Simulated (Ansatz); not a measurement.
# What BaPbO3 (model cell, started as cubic perovskite with Pb in the octahedra) distorts into

Which phase does BaPbO3 (model cell, started as cubic perovskite with Pb in the octahedra) fall into along its unstable mode, and how much energy does it gain?

Main program and level: Ansatz 0.2.0; DFT PBEsol, scalar-relativistic, plane waves, PAW; PAW set soft_1.

The structure was built from a prototype and need not be the compound's stable phase.

## Step 1: Starting point

Symmetry: Pm-3m, No. 221, cubic system. The conventional cell has a = 4.281 Å, b = 4.281 Å, c = 4.281 Å, α = 90.00°, β = 90.00°, γ = 90.00°. Ba has 12 O at 3.03 Å nearest. Pb has 6 O at 2.14 Å nearest. O has 2 Pb at 2.14 Å and 4 Ba at 3.03 Å nearest. Farther neighbours and most contacts between anions are not listed.

## Step 2: Phonons on a q mesh

The cell comes from relaxations at this level that are not shown. Stability and thermal properties need the whole zone. Linear response on a 4×4×4 q mesh gives force constants as far as a supercell of that size would.

Contents of input.yaml:

```yaml
crystal:
  lattice:
    - [4.2810551391, 0.0, 0.0]
    - [0.0, 4.2810551391, 0.0]
    - [0.0, 0.0, 4.2810551391]
  atoms:
    - { symbol: Ba, position: [0.0, 0.0, 0.0] }
    - { symbol: Pb, position: [0.5, 0.5, 0.5] }
    - { symbol: O, position: [0.5, 0.5, 0.0] }
    - { symbol: O, position: [0.5, 0.0, 0.5] }
    - { symbol: O, position: [0.0, 0.5, 0.5] }
kpoints:
  mp_grid: { grid: [8, 8, 8] }
hamiltonian:
  xc: pbesol
  pseudopotentials: { kind: paw, azcp: { folder: soft_1 }, xc_functional: pbe }
scf:
  occupations: { method: methfessel_paxton, width: 0.2 }
output:
  eigenvalues: true
phonons:
  method: dfpt
  qmesh: [4, 4, 4]
  temperatures: { t_max: 1000, t_step: 50 }
  qpath:
    path:
      - [[0.0, 0.0, 0.0], [0.0, 0.5, 0.0], [0.5, 0.5, 0.0], [0.0, 0.0, 0.0], [0.5, 0.5, 0.5], [0.0, 0.5, 0.0]]
      - [[0.5, 0.5, 0.5], [0.5, 0.5, 0.0]]
    npoints: 10
```

The run is started by

```sh
$ ansatz run input.yaml --threads 4 --pin off --max-ram 16384MiB --backend cpu --events-out ev --progress --plain --runs-dir out
```

Numbers of over 12 decimals in the logs are rounded to 6 here.

The log of the run:

```text
Engine: ansatz 0.2.0, aarch64-unknown-linux-gnu
Pseudopotentials: kind: paw
Pseudopotential: Ba, paw, valence charge 10, recommended cutoff 420 eV (normal), soft_1/Ba.paw.azcp
Pseudopotential: Pb, paw, valence charge 14, recommended cutoff 420 eV (normal), soft_1/Pb.paw.azcp
Pseudopotential: O, paw, valence charge 6, recommended cutoff 420 eV (normal), soft_1/O.paw.azcp
Functional definition: PBEsol
  exchange = pbesol_x
  correlation = pbesol_c
Crystal: 5 atoms, lattice volume = 78.461 Å³
Basis set: ecut = 420 eV, 1551 PW (Γ), exchange–correlation on 60×60×60 points (8 copies of the dense FFT grid, shifted against one another)
Bands: 26, of which v1, the nominal top of the filled ones, is band 21 counted from 1 (20 counted from 0)
Symmetry: 48 space group operations
k-points: 35 of 512
Non-local potential: Ba, projectors of the file, l = 0: 3, l = 1: 2, l = 2: 2, l = 3: 2
Non-local potential: Pb, projectors of the file, l = 0: 2, l = 1: 2, l = 2: 2, l = 3: 1
Non-local potential: O, projectors of the file, l = 0: 2, l = 1: 2, l = 2: 1
PAW form: soft (Blöchl's): semilocal exchange-correlation on the pseudo side does not see the compensation charge
PAW frozen core: Ba, regenerated for the run's functional, and the local potential with it (the file was generated under x = pbe(κ = 0.804, μ = 0.219515), c = pbe(β = 0.066725))
PAW frozen core: Pb, regenerated for the run's functional, and the local potential with it (the file was generated under x = pbe(κ = 0.804, μ = 0.219515), c = pbe(β = 0.066725))
PAW frozen core: O, regenerated for the run's functional, and the local potential with it (the file was generated under x = pbe(κ = 0.804, μ = 0.219515), c = pbe(β = 0.066725))
PAW one-centre angular grid: Ba, 194 points (default); XC on 64 Gauss nodes
PAW one-centre angular grid: Pb, 590 points (default); XC on 64 Gauss nodes
PAW one-centre angular grid: O, 110 points (default); XC on 64 Gauss nodes
Initial density: superposition of atomic densities (chi_scale 0.1, normalization cell, long waves kept (reshape's long-wave potential 0.00 eV rms))
Initial wavefunctions: pseudopotential atomic-orbital guess
Functional: x = pbesol(κ = 0.804, μ = 0.123457), c = pbesol(β = 0.046)
SCF iter   1: F=—  HF=-19304.939632 eV  |F-HF|=—  |Δ(HF+E_count)|=         —  Δρ=5.67e-2  dr2=3.60e0  ethr=3.10e-3  ⟨swp⟩=10.7  Hψ=5992  notcnv=0
preconditioner: auto → Resta (q_TF=auto, 2.458 Å⁻¹)  ε∞=4.8  [insulator: Δε(μ)=0.307 eV  Ē_g=13.648 eV  σ=0.200 eV  W_gap=0.63  n_scr=18 (ndim 8)  ℏωp=26.5 eV  f_vac=0.000  D(μ)=0.30/eV (n_scr^D=0)  ε∞_Penn≈4.8]
SCF iter   2: F=—  HF=-19304.046749 eV  |F-HF|=—  |Δ(HF+E_count)|=   8.93e-1  S|Δr|=    0.00e0  Δρ=3.21e-2  dr2=1.32e0  ethr=3.10e-3  ⟨swp⟩=3.8  Hψ=1927  notcnv=0  defer=31
SCF iter   3: F=—  HF=-19303.526392 eV  |F-HF|=—  |Δ(HF+E_count)|=   5.20e-1  S|Δr|=    0.00e0  Δρ=8.18e-3  dr2=8.00e-2  ethr=3.10e-3  ⟨swp⟩=4.2  Hψ=1755  notcnv=0  defer=31
SCF iter   4: F=—  HF=-19303.498131 eV  |F-HF|=—  |Δ(HF+E_count)|=   2.83e-2  S|Δr|=    0.00e0  Δρ=1.89e-3  dr2=2.66e-3  ethr=1.90e-4  ⟨swp⟩=3.4  Hψ=2088  notcnv=0  defer=32
SCF iter   5: F=—  HF=-19303.498125 eV  |F-HF|=—  |Δ(HF+E_count)|=   5.50e-6  S|Δr|=    0.00e0  Δρ=3.60e-4  dr2=1.24e-4  ethr=6.33e-6  ⟨swp⟩=2.6  Hψ=1545  notcnv=0  defer=31
SCF iter   6: F=—  HF=-19303.498115 eV  |F-HF|=—  |Δ(HF+E_count)|=   9.83e-6  S|Δr|=    0.00e0  Δρ=7.75e-5  dr2=3.54e-6  ethr=2.95e-7  ⟨swp⟩=2.7  Hψ=1755  notcnv=0  defer=31
SCF iter   7: F=—  HF=-19303.498121 eV  |F-HF|=—  |Δ(HF+E_count)|=   5.41e-6  S|Δr|=    0.00e0  Δρ=1.95e-5  dr2=2.82e-7  ethr=8.43e-9  ⟨swp⟩=2.2  Hψ=1512  notcnv=0  defer=31
SCF iter   8: F=—  HF=-19303.498121 eV  |F-HF|=—  |Δ(HF+E_count)|=   2.98e-7  S|Δr|=    0.00e0  Δρ=4.59e-6  dr2=1.93e-8  ethr=6.73e-10  ⟨swp⟩=2.0  Hψ=1355  notcnv=0  defer=31
SCF iter   9: F=—  HF=-19303.498121 eV  |F-HF|=—  |Δ(HF+E_count)|=   2.60e-8  S|Δr|=    0.00e0  Δρ=1.31e-6  dr2=1.48e-9  ethr=4.60e-11  ⟨swp⟩=2.5  Hψ=1740  notcnv=0  defer=31
SCF iter  10: F=—  HF=-19303.498121 eV  |F-HF|=—  |Δ(HF+E_count)|=  6.91e-11  S|Δr|=    0.00e0  Δρ=4.16e-7  dr2=8.10e-11  ethr=3.51e-12  ⟨swp⟩=2.1  Hψ=1555  notcnv=0  defer=31
SCF iter  11: F=-19303.498121 eV  HF=-19303.498121 eV  |F-HF|=3.64e-12  |Δ(HF+E_count)|=  1.09e-11  S|Δr|=    0.00e0  Δρ=6.86e-8  dr2=2.37e-12  ethr=1.00e-12  ⟨swp⟩=18.3  Hψ=7062  notcnv=0
SCF 1 converged in 11 iterations: F = -19303.498121 eV  dr2 = 2.37e-12
  greatest PAW one-centre occupation: 0.986 electrons in one spin orbital (limit 2), on the Pb atom at site 1 (counted from 0), in its partial waves of l = 2
Initial density: read from a saved state, or passed on in memory by an earlier SCF of this step, an earlier step, the calling program or the single point that the run made first
iter 1 solved again at ethr=6.15e-7 eV; its pass at ethr=3.10e-3 eV (dr2=2.58e-4 eV) is discarded
SCF iter   1: F=—  HF=-19303.498118 eV  |F-HF|=—  |Δ(HF+E_count)|=         —  Δρ=2.30e-6  dr2=1.75e-9  ethr=6.15e-7  ⟨swp⟩=3.5  Hψ=7894  notcnv=0
eigensolver tolerance schedule: the retry pair's looser diagonalisation over-reported the residual by 147337.85 of it (diagonalisation noise at an unbounded share of the residual, at the tolerance the schedule requests for it); recorded, not acted on — ethr = c·dr2/N_el stays at c = 1.0e-1
preconditioner: auto → Kerker (q_TF=auto, 2.458 Å⁻¹)  [metal: Δε(μ)=0.001 eV  Ē_g=15.630 eV  σ=0.200 eV  W_gap=0.01  n_scr=18 (ndim 8)  ℏωp=27.2 eV  f_vac=0.000  D(μ)=1.01/eV (n_scr^D=6)]
SCF iter   2: F=—  HF=-19303.498121 eV  |F-HF|=—  |Δ(HF+E_count)|=   3.29e-6  S|Δr|=    0.00e0  Δρ=1.13e-6  dr2=2.82e-10  ethr=4.17e-12  ⟨swp⟩=5.1  Hψ=2943  notcnv=0
SCF iter   3: F=—  HF=-19303.498121 eV  |F-HF|=—  |Δ(HF+E_count)|=  5.82e-11  S|Δr|=    0.00e0  Δρ=7.45e-7  dr2=1.38e-10  ethr=1.00e-12  ⟨swp⟩=1.2  Hψ=922  notcnv=0
SCF iter   4: F=—  HF=-19303.498121 eV  |F-HF|=—  |Δ(HF+E_count)|=  3.27e-11  S|Δr|=    0.00e0  Δρ=3.80e-7  dr2=4.68e-11  ethr=1.00e-12  ⟨swp⟩=1.1  Hψ=915  notcnv=0
SCF iter   5: F=—  HF=-19303.498121 eV  |F-HF|=—  |Δ(HF+E_count)|=  3.64e-12  S|Δr|=    0.00e0  Δρ=3.00e-7  dr2=3.02e-11  ethr=1.00e-12  ⟨swp⟩=1.1  Hψ=926  notcnv=0
SCF iter   6: F=—  HF=-19303.498121 eV  |F-HF|=—  |Δ(HF+E_count)|=  3.64e-12  S|Δr|=    0.00e0  Δρ=2.06e-7  dr2=1.41e-11  ethr=1.00e-12  ⟨swp⟩=1.2  Hψ=923  notcnv=0
SCF iter   7: F=-19303.498121 eV  HF=-19303.498121 eV  |F-HF|=7.28e-12  |Δ(HF+E_count)|=  7.28e-12  S|Δr|=    0.00e0  Δρ=5.83e-8  dr2=1.13e-12  ethr=1.00e-12  ⟨swp⟩=6.3  Hψ=3172  notcnv=0
SCF 2 converged in 7 iterations: F = -19303.498121 eV  dr2 = 1.13e-12
phonons: the bands overlap, so this run is a metal and interpolates without the dipole-dipole term. If the crystal is really an insulator or semiconductor, its LO-TO splitting is missing
NSCF: frozen V_eff on 35 k-points
NSCF: frozen V_eff on 125 k-points
DFPT response loops at q = (0, 0, 0) (fractional): preconditioner auto → Kerker (q_TF=auto, 2.458 Å⁻¹) (partly filled bands, converged f_vac=0.000); β = 1.00, the filter's whole step (`scf.mixing.beta` (0.50) is not read by the response loops under this deck's `scf.mixing.preconditioner`; to damp them name `kerker` or `kerker_dos`, under which they read `scf.mixing.beta`, and type it under 1.00, their step now; both keys bind the ground state too); Broyden in place of MSR1
NSCF: frozen V_eff on 400 k-points
DFPT response loops at q = (0, 0, 0.25) (fractional): mixed as the last ones told, above
NSCF: frozen V_eff on 250 k-points
DFPT response loops at q = (0, 0, -0.5) (fractional): mixed as the last ones told, above
NSCF: frozen V_eff on 640 k-points
DFPT response loops at q = (0, 0.25, 0.25) (fractional): mixed as the last ones told, above
NSCF: frozen V_eff on 400 k-points
DFPT response loops at q = (0, 0.25, -0.5) (fractional): mixed as the last ones told, above
NSCF: frozen V_eff on 250 k-points
DFPT response loops at q = (0, -0.5, -0.5) (fractional): mixed as the last ones told, above
NSCF: frozen V_eff on 1024 k-points
DFPT response loops at q = (0.25, 0.25, 0.25) (fractional): mixed as the last ones told, above
NSCF: frozen V_eff on 640 k-points
DFPT response loops at q = (0.25, 0.25, -0.5) (fractional): mixed as the last ones told, above
NSCF: frozen V_eff on 400 k-points
DFPT response loops at q = (0.25, -0.5, -0.5) (fractional): mixed as the last ones told, above
NSCF: frozen V_eff on 250 k-points
DFPT response loops at q = (-0.5, -0.5, -0.5) (fractional): mixed as the last ones told, above
SCF converged after 11 iterations
Stability not checked: this state was not tested for a lower state beside it, because cold or Methfessel-Paxton smearing, or corrected tetrahedra, fill the levels in a way that the test cannot read (fill_not_monotonic; see scf.lower_state_search)
Free energy (F): -19303.498121 eV
Harris-Foulkes:  -19303.498121 eV  (|F-HF|=3.64e-12)
Internal energy: -19303.509131 eV  (E = F + TS)
E sigma→0 (E₀):  -19303.500874 eV
Entropy (-TS):   0.011009 eV (2.202 meV/atom)
Fermi energy:    9.134061 eV
--- Per-component energies (eV) ---
  E_band       = -15.323754
  E_kinetic    = 958.980775
  E_local      = -2322.965442  (includes V_loc(G=0)·N_el)
  E_nonlocal   = 567.517973
  E_hartree    = 888.825932
  E_xc         = -608.539649
  E_vxc        = -533.905308  (∫ρ·V_xc dr)
  E_paw        = -15836.631384  (= ΣΔE_a)
  E_vpaw       = -462.605780  (= ΣTr[D̂ρ^β])
  E_aug_tail   = 0.002234  (compensation charges beyond the density's cutoff)
  E_ewald      = -2951.019041
  E_core_change = 0.319471  (= ΣΔE_core)
  E_smearing   = 0.011009  (= −TS)
  E_closure    = 0.000000  (closes the sum)
  Σ components = -19303.498121   (vs F -19303.498121, Δ=0.00e0)
--- Band table (eV; the first three rows and the last of 35) ---
  k-point 0: bands = [... 17 lower, 8.1491, 8.1491, 8.5168, 8.5168, 8.5168, 13.8035, 13.8035, 15.5004, ... 1 higher]
  k-point 1: bands = [... 17 lower, 8.1202, 8.1202, 8.4848, 8.4848, 8.9871, 14.0243, 14.0326, 15.7892, ... 1 higher]
  k-point 2: bands = [... 17 lower, 8.0626, 8.0626, 8.4094, 8.4094, 10.3012, 14.5672, 14.6167, 16.2366, ... 1 higher]
  k-point 34: bands = [... 17 lower, 9.0651, 9.0651, 9.1352, 9.1352, 13.9135, 13.9135, 13.9135, 15.8999, ... 1 higher]
--- Phonons (Γ-DFPT): 4 representative perturbations + reference (Σ response iterations 13) ---
  ASR residual: 4.663e-5 → 0.000e0 eV/Å²; symmetrization residual: 1.010e-6 eV/Å²
  ASR residual per site (eV/Å²): 1.21e-6 1.35e-6 4.66e-5 4.66e-5 4.66e-5
  Γ frequencies (cm⁻¹): 0.00 0.00 0.00 44.04 44.04 44.04 83.25 83.25 83.25 130.94 130.94 130.94 564.34 564.34 564.34
--- Phonons (arbitrary-q DFPT): 10 irreducible q on the 4×4×4 mesh ---
  q = [0.0000, 0.0000, 0.0000] (star 1, of the zone-centre solve; hermiticity 1.15e-7, symmetrization 1.92e-12): -0.00 0.00 0.00 44.04 44.04 44.04 83.25 83.25 83.25 130.94 130.94 130.94 564.34 564.34 564.34
  q = [0.0000, 0.0000, 0.2500] (star 6, 9 solved perturbations in 1560 linear systems a pass and spin channel, the states on 200 of 512 k-point pairs; hermiticity 2.70e-7, symmetrization 1.36e-12): 40.24 40.24 59.88 59.88 78.71 102.07 102.07 110.73 125.25 130.52 130.52 222.61 568.16 568.16 579.01
  q = [0.0000, 0.0000, -0.5000] (star 3, 9 solved perturbations in 975 linear systems a pass and spin channel, the states on 125 of 512 k-point pairs; hermiticity 1.26e-7, symmetrization 5.31e-13): 52.50 52.50 72.47 72.47 99.59 120.58 120.58 131.22 131.22 135.00 161.43 282.16 572.02 572.02 591.26
  q = [0.0000, 0.2500, 0.2500] (star 12, 9 solved perturbations in 2460 linear systems a pass and spin channel, the states on 320 of 512 k-point pairs; hermiticity 1.65e-7, symmetrization 1.53e-13): -80.03 35.87 51.64 76.12 77.70 97.10 116.53 124.20 132.11 162.94 168.76 264.71 501.39 572.10 626.68
  q = [0.0000, 0.2500, -0.5000] (star 12, 15 solved perturbations on 200 of 512 k-point pairs; hermiticity 2.03e-7, symmetrization 1.37e-14): -108.48 51.83 57.89 64.51 87.47 111.47 131.45 135.44 146.01 174.53 196.12 285.99 468.10 575.99 635.82
  q = [0.0000, -0.5000, -0.5000] (star 3, 9 solved perturbations in 975 linear systems a pass and spin channel, the states on 125 of 512 k-point pairs; hermiticity 9.90e-8, symmetrization 9.40e-14): -150.22 27.51 27.51 60.67 97.27 136.14 136.14 142.10 142.10 208.81 208.81 292.64 310.38 579.83 642.34
  q = [0.2500, 0.2500, 0.2500] (star 8, 4 solved perturbations in 1376 linear systems a pass and spin channel, the states on 512 of 512 k-point pairs; hermiticity 1.21e-7, symmetrization 2.25e-13): -99.26 -62.26 -62.26 56.67 56.67 73.53 141.93 148.71 148.71 195.12 195.12 270.90 503.84 503.84 646.45
  q = [0.2500, 0.2500, -0.5000] (star 12, 9 solved perturbations in 2460 linear systems a pass and spin channel, the states on 320 of 512 k-point pairs; hermiticity 1.78e-7, symmetrization 5.69e-13): -125.05 -93.47 -68.70 61.26 63.55 66.84 147.61 149.68 183.02 206.11 215.13 274.94 451.51 506.96 652.70
  q = [0.2500, -0.5000, -0.5000] (star 6, 9 solved perturbations in 1560 linear systems a pass and spin channel, the states on 200 of 512 k-point pairs; hermiticity 1.65e-7, symmetrization 2.15e-13): -157.67 -113.92 -113.92 63.82 63.82 65.68 150.33 184.54 184.54 226.15 226.15 268.53 316.06 493.27 656.45
  q = [-0.5000, -0.5000, -0.5000] (star 1, 4 solved perturbations in 350 linear systems a pass and spin channel, the states on 125 of 512 k-point pairs; hermiticity 2.88e-8, symmetrization 1.02e-13): -163.44 -163.44 -163.44 65.58 65.58 65.58 189.91 189.91 189.91 240.92 240.92 240.92 319.77 319.77 658.29
  sum rule: each row above includes the acoustic sum rule's correction from the zone centre's row sums; it moved no ω² by more than (0.89 cm⁻¹)²
  mesh force constants: q→R imaginary residual 1.21e-18; ASR residual 4.663e-5 → 0.000e0 eV/Å²; symmetrization residual 1.066e-14 eV/Å²
  interpolated dispersion: 62 rows × 15 modes
  density of states and harmonic sums: on the 16×16×16 q-mesh, interpolated from the force constants of a 4×4×4 supercell (no non-analytic term)
  largest difference from the sums on the solved wave vectors: F 7.51e-2 eV, S 9.08e-5 and C_V 2.16e-5 eV/K
  zero-point energy: 0.185082 eV/cell   skipped modes (ω ≤ 0): 251, of them read as no rigid motion or as one in doubt: 248 (1.552e0 modes/cell left out, lowest -163.44 cm⁻¹)   left out of the sums: 1.03e-1 of the cell's modes: C_V's classical limit lies that fraction below 3 k_B per atom; for a crystal, a wire or a layer, F and S can be off by more, and a phonons.interpolated_qmesh denser along its periods is the remedy for the sampling
```

Run time: 13 min. Hardware: 4 threads of Arm Neoverse V1, shared host; peak memory 2.7 GiB; 52 min of CPU time.

This step gave:

```yaml
volume_per_atom: 15.69 Å³
gap_on_the_k_mesh: 0 eV
sum_rule_residual_before_enforcement: 4.66e-5 eV/Å²
lowest_frequency_on_the_path: -163.4 cm⁻¹
point_group: m-3m
highest_frequency_on_the_path_or_at_a_solved_wavevector: 659.7 cm⁻¹
highest_optical_mode_at_the_zone_centre_no_lo_to_term: 564.3 cm⁻¹
lowest_optical_zone_centre_mode: 44.04 cm⁻¹
lowest_mode_on_the_q_mesh_acoustic_modes_at_gamma_apart: -163.4 cm⁻¹
```

Frequencies (cm⁻¹) solved at each irreducible wavevector; negative means imaginary. Frequencies by wavevector, by row:

```
q in reciprocal lattice units  star  mode 1  mode 2  mode 3  mode 4  mode 13  mode 14  mode 15
                        0 0 0     1       0       0       0      44    564.3    564.3    564.3
                     0 0 0.25     6    40.2    40.2    59.9    59.9    568.2    568.2      579
                     0 0 -0.5     3    52.5    52.5    72.5    72.5      572      572    591.3
                  0 0.25 0.25    12     -80    35.9    51.6    76.1    501.4    572.1    626.7
                  0 0.25 -0.5    12  -108.5    51.8    57.9    64.5    468.1      576    635.8
                  0 -0.5 -0.5     3  -150.2    27.5    27.5    60.7    310.4    579.8    642.3
               0.25 0.25 0.25     8   -99.3   -62.3   -62.3    56.7    503.8    503.8    646.5
               0.25 0.25 -0.5    12    -125   -93.5   -68.7    61.3    451.5      507    652.7
               0.25 -0.5 -0.5     6  -157.7  -113.9  -113.9    63.8    316.1    493.3    656.5
               -0.5 -0.5 -0.5     1  -163.4  -163.4  -163.4    65.6    319.8    319.8    658.3
```

Interpolated from a 4×4×4 q mesh. The phonon branches at the labelled points (cm⁻¹):

```
    point  branch 1  branch 2  branch 3  branch 4  branch 12  branch 13  branch 14  branch 15
        Γ         0         0         0        44        131        564        564        564
  halfway        40        40        60        60        223        568        568        579
        X        52        52        72        72        282        572        572        591
  halfway      -108        52        58        64        286        468        576        636
        M      -150        28        28        61        293        310        580        642
  halfway       -80        36        52        76        265        501        572        627
        Γ         0         0         0        44        131        564        564        564
  halfway       -99       -62       -62        57        271        504        504        646
        R      -163      -163      -163        66        241        320        320        658
  halfway      -125       -94       -69        61        275        452        507        653
        X        52        52        72        72        282        572        572        591
jump to R      -163      -163      -163        66        241        320        320        658
  halfway      -158      -114      -114        64        268        316        493        656
        M      -150        28        28        61        293        310        580        642
```

Symmetry leaves 10 wavevectors to solve. The lowest mode among them, the acoustic zeros apart, lies at q = (-0.5, -0.5, -0.5) and is imaginary, 163.4i cm⁻¹, so the energy falls along it.

(Continued in part 2 of 3.)

[Logs are printed without paths, hosts, clocks, repeated set-up lines and the standing remarks that a program may print on its own settings, such as how far it seeks lower states.]

[Hosts, paths, dates, database ids (printed as entryN), source tags and the programs' standing remarks are cut or masked in the printed files.]
